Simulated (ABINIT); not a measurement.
# PbSe (Clausthalite): G0W0 in ABINIT against the bands in the screening, part 2 of 2

Aim: move the bands in the screening of a G0W0 run on PbSe (Clausthalite) over a wide range.

ABINIT 10.8.3; PBE and many-body steps on it, plane waves. Known limits of the many-body steps: not at the basis limit; model gap, bands may invert with spin-orbit coupling; exchange with frozen shells missing; screening runs away on this mesh; no spin-orbit coupling; coarse k mesh.

So far. Step 2 (Screening, 4×4×4 mesh, 23 bands, screening to 195.9 eV): Local fields lower ε∞ by 11 %. The value itself is an artefact of the mesh, where one narrow direct gap carries too much weight. Step 5 (44 bands): The gap on the mesh goes from 0.30 eV to 0.66 eV, a correction of +0.36 eV.

## Step 6: Screening, 4×4×4 mesh, 145 bands, screening to 195.9 eV

This step: RPA screening on PBE, plane waves, norm-conserving pseudopotentials.

run.abi

```
acell 3*1.0 Angstrom
rprim 
  -0.000000000000 3.060650000000 3.060650000000
  3.060650000000 0.000000000000 3.060650000000
  3.060650000000 3.060650000000 -0.000000000000
ntypat 2
znucl 82 34
natom 2
typat 1 2
xred 
  0.000000000000 0.000000000000 0.000000000000
  0.500000000000 0.500000000000 0.500000000000
pp_dirpath "pseudos"
pseudos "Pb.upf, Se.upf"
ecut 39
ngkpt 4 4 4
nshiftk 1
shiftk 0 0 0
kptopt 1
chksymbreak 0
istwfk *1
occopt 1
irdwfk 1
optdriver 3
nband 145
ecuteps 7.2
inclvkb 2
awtr 1
symchi 1
indata_prefix "in"
outdata_prefix "out"
tmpdata_prefix "tmp"
```

Started as:

```console
$ OMP_NUM_THREADS=1 mpirun -n 8 abinit run.abi > log
```

The program printed:

```text
.Version 10.8.3 of ABINIT. v10.8.2 released Aug 2026.

 Symmetries : space group Fm -3 m (#225); Bravais cF (face-center cubic)
[... echo of the input left out ...]
== DATASET  1 ==================================================================
-   mpi_nproc: 8, omp_nthreads: 1 (-1 if OMP is not activated)

--- !DatasetInfo
iteration_state: {dtset: 1, }
dimensions: {natom: 2, nkpt: 8, mband: 145, nsppol: 1, nspinor: 1, nspden: 1, mpw: 4573, }
cutoff_energies: {ecut:  39.0, pawecutdg:  -1.0, }
[...]
--------------------------------------------------------------------------------
[... chi0 elements left out ...]
 For q-point:  0.000010 0.000020 0.000030
  dielectric constant = 106.2329
  dielectric constant without local fields = 116.5129

  Average fulfillment of the sum rule on Im[epsilon] for q-point    1 :     86.50  [%]
[... wings left out ...]
  q-point number  2        q = ( 0.250000, 0.000000, 0.000000) [r.l.u.]
--------------------------------------------------------------------------------
[... chi0 elements left out ...]
  Average fulfillment of the sum rule on Im[epsilon] for q-point    2 :    110.20  [%]

 [... 6 further q-points ...]
```

Wall time 79 s (8 MPI ranks of Intel Xeon Platinum 8259CL at 2.50GHz (Skylake/Cascade Lake), shared host); peak memory 2.5 GiB.

Numbers from this step:

```yaml
eps_infinity_with_local_fields_on_this_mesh_along_the_program_s_q_direction: 106.2
the_same_without_local_fields: 116.5
plasma_frequency: 26.86 eV
plane_waves_in_the_screening_matrix: 339
```

## Step 7: 145 bands

This step: G0W0 on PBE, plane waves, norm-conserving pseudopotentials.

Changes to run.abi since step 6:

```diff
@@ -23,8 +23,17 @@
 irdwfk 1
-optdriver 3
+optdriver 4
 nband 145
+gwcalctyp 0
+ecutsigx 39
+symsigma 1
+nkptgw 2
+kptgw 
+  0.5000000000 0.0000000000 0.0000000000
+  0.0000000000 0.0000000000 0.0000000000
+bdgw 
+  13 18
+  13 18
 ecuteps 7.2
-inclvkb 2
-awtr 1
-symchi 1
+irdscr 1
+ppmodel 1
 indata_prefix "in"
```

The program printed:

```text
.Version 10.8.3 of ABINIT. v10.8.2 released Aug 2026.

 Symmetries : space group Fm -3 m (#225); Bravais cF (face-center cubic)
[... echo of the input left out ...]
== DATASET  1 ==================================================================
-   mpi_nproc: 8, omp_nthreads: 1 (-1 if OMP is not activated)

--- !DatasetInfo
iteration_state: {dtset: 1, }
dimensions: {natom: 2, nkpt: 8, mband: 145, nsppol: 1, nspinor: 1, nspden: 1, mpw: 4573, }
cutoff_energies: {ecut:  39.0, pawecutdg:  -1.0, }
[...]
Band     E0 <VxcDFT>   SigX SigC(E0)      Z dSigC/dE  Sig(E)    E-E0       E
[...]
17   8.998 -11.271  -7.663  -4.176   0.785  -0.273 -11.717  -0.446   8.553
       18   8.998 -11.271  -7.663  -4.176   0.785  -0.273 -11.717  -0.446   8.553

== END DATASET(S) ==============================================================
================================================================================

 -outvars: echo values of variables after computation  --------
           etotal      0.0000000000E+00
            nband         145
             nkpt           8
          spgroup         225
 [... the other variables as echoed above ...]

 Calculation completed.
```

It took 21 s on 8 MPI ranks; peak memory 2.4 GiB; 2.8 min of CPU time.

This step gave:

```yaml
g0w0_gap_on_the_points_computed: 0.7230 eV
starting_gap_on_the_mesh: 0.2973 eV
k_of_the_valence_top: 0.5, 0, 0
k_of_the_conduction_bottom: 0.5, 0, 0
least_direct_g0w0_gap_on_the_computed_points: 0.7230 eV
```

Against the run before, the gap moves by +0.062 eV.

## Step 8: Screening, 4×4×4 mesh, 316 bands, screening to 195.9 eV

This step: RPA screening on PBE, plane waves, norm-conserving pseudopotentials.

Changes to run.abi since step 7:

```diff
@@ -23,17 +23,8 @@
 irdwfk 1
-optdriver 4
-nband 145
-gwcalctyp 0
-ecutsigx 39
-symsigma 1
-nkptgw 2
-kptgw 
-  0.5000000000 0.0000000000 0.0000000000
-  0.0000000000 0.0000000000 0.0000000000
-bdgw 
-  13 18
-  13 18
+optdriver 3
+nband 316
 ecuteps 7.2
-irdscr 1
-ppmodel 1
+inclvkb 2
+awtr 1
+symchi 1
 indata_prefix "in"
```

The program printed:

```text
.Version 10.8.3 of ABINIT. v10.8.2 released Aug 2026.

 Symmetries : space group Fm -3 m (#225); Bravais cF (face-center cubic)
[... echo of the input left out ...]
== DATASET  1 ==================================================================
-   mpi_nproc: 8, omp_nthreads: 1 (-1 if OMP is not activated)

--- !DatasetInfo
iteration_state: {dtset: 1, }
dimensions: {natom: 2, nkpt: 8, mband: 316, nsppol: 1, nspinor: 1, nspden: 1, mpw: 4573, }
cutoff_energies: {ecut:  39.0, pawecutdg:  -1.0, }
[...]
--------------------------------------------------------------------------------
[... chi0 elements left out ...]
 For q-point:  0.000010 0.000020 0.000030
  dielectric constant = 106.4933
  dielectric constant without local fields = 116.5270

  Average fulfillment of the sum rule on Im[epsilon] for q-point    1 :    127.96  [%]
[... wings left out ...]
  q-point number  2        q = ( 0.250000, 0.000000, 0.000000) [r.l.u.]
--------------------------------------------------------------------------------
[... chi0 elements left out ...]
  Average fulfillment of the sum rule on Im[epsilon] for q-point    2 :    153.22  [%]

 [... 6 further q-points ...]
```

Wall time 3.2 min (8 MPI ranks); peak memory 3.7 GiB.

This step gave:

- ε∞ with local fields, on this mesh, along the program's q direction: 106.5
- the same without local fields: 116.5
- plasma frequency: 26.86 eV
- plane waves in the screening matrix: 339

## Step 9: 316 bands

This step: G0W0 on PBE, plane waves, norm-conserving pseudopotentials.

Changes to run.abi since step 8:

```diff
@@ -23,8 +23,17 @@
 irdwfk 1
-optdriver 3
-nband 316
+optdriver 4
+nband 145
+gwcalctyp 0
+ecutsigx 39
+symsigma 1
+nkptgw 2
+kptgw 
+  0.5000000000 0.0000000000 0.0000000000
+  0.0000000000 0.0000000000 0.0000000000
+bdgw 
+  13 18
+  13 18
 ecuteps 7.2
-inclvkb 2
-awtr 1
-symchi 1
+irdscr 1
+ppmodel 1
 indata_prefix "in"
```

The program printed:

```text
.Version 10.8.3 of ABINIT. v10.8.2 released Aug 2026.

 Symmetries : space group Fm -3 m (#225); Bravais cF (face-center cubic)
[... echo of the input left out ...]
== DATASET  1 ==================================================================
-   mpi_nproc: 8, omp_nthreads: 1 (-1 if OMP is not activated)

--- !DatasetInfo
iteration_state: {dtset: 1, }
dimensions: {natom: 2, nkpt: 8, mband: 145, nsppol: 1, nspinor: 1, nspden: 1, mpw: 4573, }
cutoff_energies: {ecut:  39.0, pawecutdg:  -1.0, }
[...]
Band     E0 <VxcDFT>   SigX SigC(E0)      Z dSigC/dE  Sig(E)    E-E0       E
[...]
17   8.998 -11.271  -7.663  -4.242   0.785  -0.274 -11.769  -0.498   8.501
       18   8.998 -11.271  -7.663  -4.242   0.785  -0.274 -11.769  -0.498   8.501

== END DATASET(S) ==============================================================
================================================================================

 -outvars: echo values of variables after computation  --------
           etotal      0.0000000000E+00
            nband         145
             nkpt           8
          spgroup         225
 [... the other variables as echoed above ...]

 Calculation completed.
```

It took 23 s on 8 MPI ranks; peak memory 2.4 GiB.

Numbers from this step:

- G0W0 gap on the points computed: 0.722 eV
- starting gap on the mesh: 0.2973 eV
- k of the valence top: 0.5, 0, 0
- k of the conduction bottom: 0.5, 0, 0
- least direct G0W0 gap on the computed points: 0.722 eV

Against the run before, the gap moves by −0.001 eV.

## Step 10: Side by side

Times are wall times on 8 MPI ranks of Intel Xeon Platinum 8259CL at 2.50GHz (Skylake/Cascade Lake), shared host, good to a factor of about two. A run's time includes the screening step that it read.

| run | mesh | bands | screening cutoff (eV) | DFT gap (eV) | gap on the mesh (eV) | direct (eV) | ε∞ used | time |
| --- | --- | --- | --- | --- | --- | --- | --- | --- |
| 23 bands | 4×4×4 | 145 | 195.9 | 0.297 | 0.689 | 0.689 | 103.59 | 31 s |
| 44 bands | 4×4×4 | 145 | 195.9 | 0.297 | 0.661 | 0.661 | 105.17 | 44 s |
| 145 bands | 4×4×4 | 145 | 195.9 | 0.297 | 0.723 | 0.723 | 106.23 | 1.7 min |
| 316 bands | 4×4×4 | 145 | 195.9 | 0.297 | 0.722 | 0.722 | 106.49 | 3.6 min |

## Step 11: What came out

```yaml
23_bands: 0.689 eV
44_bands: 0.661 eV
145_bands: 0.723 eV
316_bands: 0.722 eV
known_limits: not at the basis limit; model gap, bands may invert with spin-orbit coupling; exchange with frozen shells missing; screening runs away on this mesh; no spin-orbit coupling; coarse k mesh
```

The setting moved: bands in the screening. From 23 bands to 316 bands the gap moves by +0.03 eV, for 6.8 times the time, not steadily: it passes through 0.66 eV. It holds to 0.03 eV from 145 bands on. Bands and screening cutoff are coupled, so a series along one setting does not show full convergence. Bands and cutoff are finite, so the gap is not at the basis limit. The miss can reach some tenths of an eV and take either sign; the mesh is an error of its own. In the first G0W0 run levels were corrected at 2 k points alone, so a gap called «on the mesh» is the least over those, and an edge elsewhere would be missed. The 4×4×4 mesh is coarse for this cell, which bears on the long-range parts of exchange and screening. Where an edge is built on 6p states of lead, bismuth or thallium, scalar-relativistic gaps usually stand too wide, by a few tenths to over one eV. With atoms this heavy and so narrow a gap, spin-orbit coupling can invert the bands. These scalar-relativistic gaps are then model values, not to be set against experiment, and a spin-orbit change taken from DFT can't simply be added. The norm-conserving file of at least one element keeps a d shell over frozen s and p shells of the same row. Exchange with those shells is missing from the self-energy, an error of 0.3 to 0.9 eV in cases checked, whose sign depends on which edge lies on those atoms. For the PBE start: On this mesh the RPA ε∞ passes 90, more than nearly any semiconductor shows; a coarse mesh does this where one point with a narrow direct gap carries much weight. The screening is then too strong, and the G0W0 gap should not be taken as the material's.

[Paths, hosts, dates, memory and timing lines, banners, echoed tables and standing remarks are left out of the program output.]

[Logs are printed without paths, hosts, clocks, repeated set-up lines and the standing remarks that a program may print on its own settings, such as how far it seeks lower states.]

[Runs of the session that timed out or met a known fault of the program may be left out.]

[No measured gap is set beside runs whose start may be inverted or whose files or cutoffs have a known fault.]

[Hosts, paths, dates, database ids (printed as entryN), source tags and the programs' standing remarks are cut or masked in the printed files.]

[G0W0 gaps are taken among the corrected bands and points alone; a level outside them can change the order at an edge.]

[Where Ansatz stands beside ABINIT at settings called matched, ABINIT's density can come from a denser mesh and the files from another edition; pairs whose starting gaps differed by over 0.03 eV were left out, so agreement reads better than it is.]
